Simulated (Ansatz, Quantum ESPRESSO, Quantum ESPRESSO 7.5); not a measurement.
# Complex bands of BAs, zinc blende type, lattice constant set to 4.747 Å

Aim: how fast states decay in the gap of BAs, zinc blende type, lattice constant set to 4.747 Å.

Method: plane-wave DFT, LDA, GBRV ultrasoft pseudopotentials (cross-check by Ansatz 0.2.0 with PAW datasets), in Quantum ESPRESSO 7.5.

Most raw output is cut from this account.

## Step 1: The structure

The structure is cubic, space group F-43m (No. 216). Conventional cell: a = 4.747 Å, b = 4.747 Å, c = 4.747 Å, α = 90.00°, β = 90.00°, γ = 90.00°. Nearest to B lie 4 As at 2.06 Å. Nearest to As lie 4 B at 2.06 Å. Farther neighbours are not listed.

Structure file:

```cif
data_structure
_symmetry_space_group_name_H-M 'P 1'
_symmetry_Int_Tables_number 1
_cell_length_a 3.3566
_cell_length_b 3.3566
_cell_length_c 4.7470
_cell_angle_alpha 90.000
_cell_angle_beta 90.000
_cell_angle_gamma 90.000
_cell_volume 53.48
loop_
_atom_site_label
_atom_site_type_symbol
_atom_site_fract_x
_atom_site_fract_y
_atom_site_fract_z
_atom_site_occupancy
B1 B 0.00000 0.00000 0.00000 1
As2 As 0.50000 0.00000 0.25000 1
B3 B 0.50000 0.50000 0.50000 1
As4 As 0.00000 0.50000 0.75000 1
```

## Step 2: Self-consistent run

pwcond needs a cell whose third axis lies along the current and stands perpendicular to the other two.

The input, scf.in:

```
&control
  prefix = 'scf'
  outdir = './out'
  pseudo_dir = './pseudo'
  calculation = 'scf'
  tprnfor = .true.
/
&system
  ibrav = 0
  nat = 4
  ntyp = 2
  ecutwfc = 40
  ecutrho = 200
  occupations = 'fixed'
  nbnd = 12
/
&electrons
  conv_thr = 1e-09
  mixing_beta = 0.6
  electron_maxstep = 120
/
ATOMIC_SPECIES
  B   10.8100  b_lda_v1.4.uspp.F.UPF
  As  74.9216  as_lda_v1.uspp.F.UPF
CELL_PARAMETERS angstrom
  3.35663589029254 0.00000000000000 0.00000000000000
  0.00000000000000 3.35663589029254 0.00000000000000
  0.00000000000000 0.00000000000000 4.74700000000000
ATOMIC_POSITIONS crystal
  B   0.000000000000 0.000000000000 0.000000000000
  As  0.500000000000 0.000000000000 0.250000000000
  B   0.500000000000 0.500000000000 0.500000000000
  As  0.000000000000 0.500000000000 0.750000000000
K_POINTS automatic
  8 8 6 0 0 0
```

The run is started by

```console
OMP_NUM_THREADS=1 mpirun -n 2 pw.x -nk 2 -in scf.in > scf.out
```

Wall time 6 s (2 MPI ranks of Intel Xeon 6975P-C (Granite Rapids), shared host); peak memory 0.19 GiB; 12 s of CPU time.

Numbers from this step:

- free energy: -1256.9556 eV
- valence top, on the run's zero: 8.625 eV
- conduction bottom, on the run's zero: 9.731 eV
- gap by band count: 1.107 eV

The program's own clock; routines nest. Time by routine:

```
     routine  wall time (s)  calls
       PWSCF           5.28      1
   electrons           4.42      1
     c_bands            3.6     11
     cegterg              3    330
       h_psi           2.35   1517
    vloc_psi           1.88   1517
        fftw           1.85  28240
    init_run           0.72      1
    sum_band           0.64     11
      calbec           0.35   1967
      hinit0           0.25      1
h_psi:calbec           0.25   1517
     wfcinit           0.24      1
     potinit            0.2      1
```

The run needed 11 iterations to bring the estimated error under 1e-09 Ry.

## Step 3: Complex band structure

ikind = 0 solves one period of the crystal for all kz, real and complex, at each energy and k across. ewind and epsproj trim the two-dimensional plane-wave basis; nz1 sets the subslabs.

The input, cbs.in:

```
&inputcond
  outdir = './out'
  prefixl = 'scf'
  band_file = 'cbs'
  ikind = 0
  ewind = 4.0
  epsproj = 1e-05
  nz1 = 7
  energy0 = 4.93
  denergy = -0.17
/
4
  0.00000000 0.00000000 1.00000000
  0.50000000 0.00000000 1.00000000
  0.50000000 0.50000000 1.00000000
  0.25000000 0.00000000 1.00000000
42
```

The run is started by

```console
OMP_NUM_THREADS=1 mpirun -n 2 pwcond.x -in cbs.in > cbs.out
```

Run time: 76 s. Hardware: 2 MPI ranks; peak memory 0.15 GiB; 2.5 min of CPU time.

Read from the output:

- peak of the smallest κ at the zone centre: 0.189 Å⁻¹
- energy of the peak at the zone centre: 0.85 eV
- peak of the smallest κ at (1/2, 0): 0.258 Å⁻¹
- peak of the smallest κ at (1/4, 0): 0.253 Å⁻¹

K across = (0, 0) in the cell's reciprocal vectors; values within 0.0025 1/Å of each other count once, columns are sorted by size at each energy, a dash where no further value was kept. The Im kz of the slowest decaying states by energy, zero at the highest filled level of the SCF mesh:

```
energy (eV)  decay 1 (Å⁻¹)  decay 2 (Å⁻¹)  decay 3 (Å⁻¹)
      -2.04          0.936           1.81           2.06
      -1.87           0.91           1.80           2.05
      -1.53          0.856           1.77           2.03
      -1.36          0.828           1.76           2.02
      -1.02          0.769           1.74           1.99
      -0.85          0.738           1.73           1.98
      -0.68          0.706           1.72           1.97
      -0.34          0.636           1.69           1.94
      -0.17          0.597           1.68           1.93
       0.00           0.01          0.015          0.557
       0.17          0.098          0.102          0.512
       0.34          0.134          0.141          0.464
       0.68          0.176          0.193          0.346
       0.85          0.189          0.212          0.267
       1.02          0.151          0.198          0.228
       1.36          0.021          0.209          0.254
       1.53           0.21          0.265           1.56
       1.87          0.207          0.282           1.53
       2.04          0.202          0.289           1.52
       2.21          0.195          0.295           1.51
       2.55          0.172          0.306           1.48
       2.72          0.155           0.31           1.47
       3.06          0.104           0.32           1.44
       3.23          0.055          0.327           1.43
       3.57           0.14          0.343           1.40
       3.74          0.161          0.352           1.39
       3.91           0.17          0.363           1.37
       4.25          0.165          0.382           1.35
       4.42          0.153           0.39           1.33
       4.76          0.104          0.404           1.30
       4.93          0.043          0.408           1.29
```

K across = (0, 0) in the cell's reciprocal vectors. The Re kz of states that move upwards by energy, zero at the highest filled level of the SCF mesh:

```
energy (eV)  channel 1 (Å⁻¹)  channel 2 (Å⁻¹)  channel 3 (Å⁻¹)
      -2.04           -0.501           -0.501           -0.413
      -1.70           -0.431           -0.431           -0.368
      -1.36           -0.364           -0.364           -0.322
      -1.02           -0.298           -0.298           -0.271
      -0.68           -0.229           -0.229           -0.216
      -0.34           -0.152           -0.152           -0.148
       0.00                -                -                -
       0.34                -                -                -
       0.68                -                -                -
       1.02                -                -                -
       1.36            0.543                -                -
       1.53           0.0752            0.629                -
       1.87           -0.558            0.186                -
       2.21           -0.441            0.272                -
       2.55           -0.332            0.344                -
       2.89           -0.220            0.409                -
       3.23          -0.0746            0.467                -
       3.57            0.122            0.122            0.521
       3.91            0.189            0.189            0.572
       4.25            0.244            0.244            0.621
       4.59           -0.654            0.294            0.294
       4.93           -0.605            0.341            0.341
```

K across = (1/2, 0) in the cell's reciprocal vectors; values within 0.0025 1/Å of each other count once, columns are sorted by size at each energy, a dash where no further value was kept. Im kz of the slowest decaying states against energy, zero at the highest filled level of the SCF mesh:

```
energy (eV)  decay 1 (Å⁻¹)  decay 2 (Å⁻¹)  decay 3 (Å⁻¹)
      -2.04          0.216           1.28           2.27
      -1.87           1.26           2.26              -
      -1.53          0.127          0.454           1.22
      -1.36          0.154          0.516           1.20
      -1.02          0.193          0.587           1.16
      -0.85          0.207          0.609           1.14
      -0.68          0.219          0.624           1.12
      -0.34          0.238          0.644           1.08
      -0.17          0.245           0.65           1.05
       0.00           0.25          0.653           1.03
       0.17          0.254          0.655           1.01
       0.34          0.257          0.655          0.984
       0.68          0.258           0.65          0.934
       0.85          0.257          0.645          0.909
       1.02          0.254           0.64          0.882
       1.36          0.245          0.625          0.827
       1.53          0.237          0.617          0.798
       1.87          0.217          0.596          0.736
       2.04          0.203          0.584          0.703
       2.21          0.185          0.571          0.669
       2.55          0.129          0.542          0.592
       2.72          0.077          0.526          0.548
       3.06          0.441          0.489           1.88
       3.23          0.369          0.469           1.87
       3.57          0.063          0.422           1.84
       3.74          0.172          0.395           1.82
       3.91          0.198          0.364           1.81
       4.25          0.203           0.29           1.78
       4.42          0.189          0.242           1.76
       4.76          0.065          0.068           1.74
       4.93           0.21           1.72            2.5
```

K across = (1/2, 1/2) in the cell's reciprocal vectors; values within 0.0025 1/Å of each other count once, columns are sorted by size at each energy, a dash where no further value was kept. Table of Im kz of the slowest decaying states by energy, zero at the highest filled level of the SCF mesh:

```
energy (eV)  decay 1 (Å⁻¹)  decay 2 (Å⁻¹)  decay 3 (Å⁻¹)
      -2.04          0.318          0.323           2.22
      -1.87          0.319          0.324           2.21
      -1.53          0.317          0.324           2.19
      -1.36          0.314          0.322           2.18
      -1.02          0.305          0.315           2.15
      -0.85          0.299           0.31           2.14
      -0.68          0.292          0.304           2.13
      -0.34          0.274          0.287           2.11
      -0.17          0.264          0.277           2.10
       0.00          0.251          0.266           2.08
       0.17          0.238          0.253           2.07
       0.34          0.222          0.238           2.06
       0.68          0.183          0.201           2.04
       0.85          0.158          0.178           2.02
       1.02          0.127          0.149           2.01
       1.36          0.046           1.99           2.04
       1.53           1.97           2.03           2.38
       1.87           1.95           2.01           2.36
       2.04           1.94              2           2.35
       2.21           1.92           1.99           2.35
       2.55           1.90           1.97           2.33
       2.72           1.88           1.96           2.32
       3.06           1.86           1.94           2.31
       3.23           1.84           1.93           2.30
       3.57           1.82           1.91           2.28
       3.74           1.80           1.90           2.27
       3.91           1.79           1.89           2.26
       4.25           1.76           1.87           2.23
       4.42           1.75           1.85           2.21
       4.76           1.72           1.83           2.18
       4.93            1.7           1.82           2.17
```

K across = (1/4, 0) in the cell's reciprocal vectors; values within 0.0025 1/Å of each other count once, columns are sorted by size at each energy, a dash where no further value was kept. The Im kz of the slowest decaying states by energy, zero at the highest filled level of the SCF mesh:

```
energy (eV)  decay 1 (Å⁻¹)  decay 2 (Å⁻¹)  decay 3 (Å⁻¹)
      -2.04           1.04           1.41           1.54
      -1.87           1.02           1.40           1.52
      -1.70          0.998           1.38           1.50
      -1.53          0.975           1.36           1.48
      -1.36          0.951           1.35           1.47
      -1.02          0.088          0.901           1.31
      -0.85          0.129          0.875           1.30
      -0.68          0.157          0.849           1.28
      -0.51          0.178          0.822           1.26
      -0.34          0.138          0.196          0.794
      -0.17          0.197           0.21          0.764
       0.00          0.221          0.238          0.734
       0.17          0.231          0.269          0.703
       0.34          0.239          0.295           0.67
       0.68          0.249          0.332          0.598
       0.85          0.251          0.347          0.559
       1.02          0.253          0.358          0.516
       1.19          0.253          0.367           0.47
       1.36          0.251          0.374          0.417
       1.53          0.248          0.356          0.379
       1.70          0.243          0.282          0.381
       1.87          0.176          0.237          0.382
       2.04          0.228          0.381          0.984
       2.21          0.218          0.378          0.964
       2.55          0.187          0.365          0.924
       2.72          0.165          0.354          0.905
       2.89          0.134          0.341          0.885
       3.06          0.083          0.324          0.864
       3.23          0.303          0.833          0.846
       3.40          0.066          0.276          0.802
       3.57          0.112          0.243          0.769
       3.74          0.131          0.198          0.734
       3.91          0.028          0.131          0.136
       4.25          0.115          0.122          0.622
       4.42          0.075          0.136           0.58
       4.59          0.138          0.534          0.711
       4.76          0.119          0.486          0.697
       4.93          0.123          0.431          0.684
```

The program's own clock; routines nest. Time by routine:

```
     routine  wall time (s)  calls
      PWCOND          75.48      1
scatter_forw          46.16    168
      compbs          28.26    168
    compbs_2          27.04    168
       local            0.7      4
        init           0.34      1
       poten           0.06      1
```

## Step 4: Complex band structure, with nz1 = 1

A sensitivity test on the input.

cbs.w.in, as its differences from the input of step 3:

```diff
@@ -3,3 +3,3 @@
   prefixl = 'scf'
-  band_file = 'cbs'
+  band_file = 'cbs.w'
   ikind = 0
@@ -7,3 +7,3 @@
   epsproj = 1e-05
-  nz1 = 7
+  nz1 = 1
   energy0 = 4.93
```

The run is started by

```console
OMP_NUM_THREADS=1 mpirun -n 2 pwcond.x -in cbs.w.in > cbs.w.out
```

The job ended after 65 s (2 MPI ranks; peak memory 0.14 GiB).

The changed values were drawn from a wide range, not chosen for quality; the comparison shows what they did here together.

Beside the run it was changed from:

```
                                       quantity  this run  unchanged run  difference
peak of the smallest κ at the zone centre (Å⁻¹)     0.188          0.189     -0.0010
       peak of the smallest κ at (1/2, 0) (Å⁻¹)     0.258          0.258           0
                                  wall time (s)        65             76
```

The physical values in this table move by up to 0.53 %.

## Step 5: Complex bands with pwcond.x, with ikind = 1

One more run, with a changed input.

cbs.bad.in, as its differences from the input of step 3:

```diff
@@ -3,4 +3,4 @@
   prefixl = 'scf'
-  band_file = 'cbs'
-  ikind = 0
+  tran_file = 'cbs.bad.dat'
+  ikind = 1
   ewind = 4.0
```

The run is started by

```console
OMP_NUM_THREADS=1 mpirun -n 2 pwcond.x -in cbs.bad.in > cbs.bad.out
```

Elapsed: 1 s, on 2 MPI ranks; peak memory 0.09 GiB.

The input was rejected at the start.

The fault put into the input: a transmission asked without a scattering region (inputcond.ikind = 1).

The message: “do_cond (1): different cut-offs on left lead and scattering region”. ikind = 1 needs a scattering region, which this input doesn't give; ikind = 0 solves the crystal alone.

[end of part 1 of 2]

[Logs are printed without paths, hosts, clocks, repeated set-up lines and the standing remarks that a program may print on its own settings, such as how far it seeks lower states.]

[Hosts, paths, dates, database ids (printed as entryN), source tags and the programs' standing remarks are cut or masked in the printed files.]

[Maps of the electrostatic potential energy from Ansatz leave out the sawtooth potential of an applied field or a dipole correction, so their vacuum need not be flat; planar profiles and work functions include it.]
